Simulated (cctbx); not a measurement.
# Tb2Zn8Ru: precision against data quality

Space group P4/mmm (no. 123), a = 4.1730 Å, b = 4.1730 Å, c = 11.1650 Å, α = 90.00°, β = 90.00°, γ = 90.00°.

```csv
atom,mult.,x,y,z,Ueq (Å²)
Tb1,2,0,0,0.3010,0.0095
Ru1,1,0,0,0,0.0089
Zn1,2,1/2,1/2,0.3030,0.0108
Zn2,2,0,1/2,1/2,0.0120
Zn3,4,0,1/2,0.1172,0.0104
```

The model was made for the exercise: a known structure type with other elements put in, its volume estimated, not relaxed; displacement parameters are assumed.

Five simulated data sets (cctbx; Ag Kα, λ = 0.56087 Å; 1.5 % proportional error) differ in resolution or exposure (noise floor 4 counts in the first three, 8 in the last two). Each is refined with the right model, isotropic at 1.1 Å and anisotropic otherwise. How do the figures of merit and the uncertainties move?

```csv
d min (Å),top counts,"⟨I/σ⟩ (unmerged, absences included)",unique,param. (scale apart),Rint,R1,GooF,largest s.u. xyz (fractional),s.u. U of Zn1 (Å²),largest error (Å)
1.1,5000,11.2,72,8,0.031,0.0108,0.85,0.00016,0.0005,0.0009
0.84,5000,9.5,137,15,0.037,0.0137,0.88,0.00012,0.0004,0.0002
0.6,5000,6.5,333,15,0.054,0.0181,0.96,0.00010,0.0002,0.0004
0.75,300,1.1,187,15,0.408,0.0714,0.93,0.00153,0.0049,0.0069
0.75,3000,5.4,187,15,0.074,0.0210,0.93,0.00022,0.0006,0.0008
```

The number of reflections grows roughly as 1/d³: 72, 137 and 333 here. R1 follows the noise rather than the truth: at 300 counts it is 0.0714, at 3000 counts 0.0210, while GooF is 0.93 and 0.93: the weights 1/σ² carry the noise. The s.u. of U (U11 where anisotropic) for Zn1 goes 0.0005, 0.0004, 0.0002 Å² with resolution and 0.0049, 0.0006 Å² with exposure.

Hardware for the 0.6 Å refinement: 0.6 s on 1 thread of Arm Neoverse N1 (shared host), peak memory 0.09 GiB.

[Logs are printed without paths, hosts, clocks, repeated set-up lines and the standing remarks that a program may print on its own settings, such as how far it seeks lower states.]
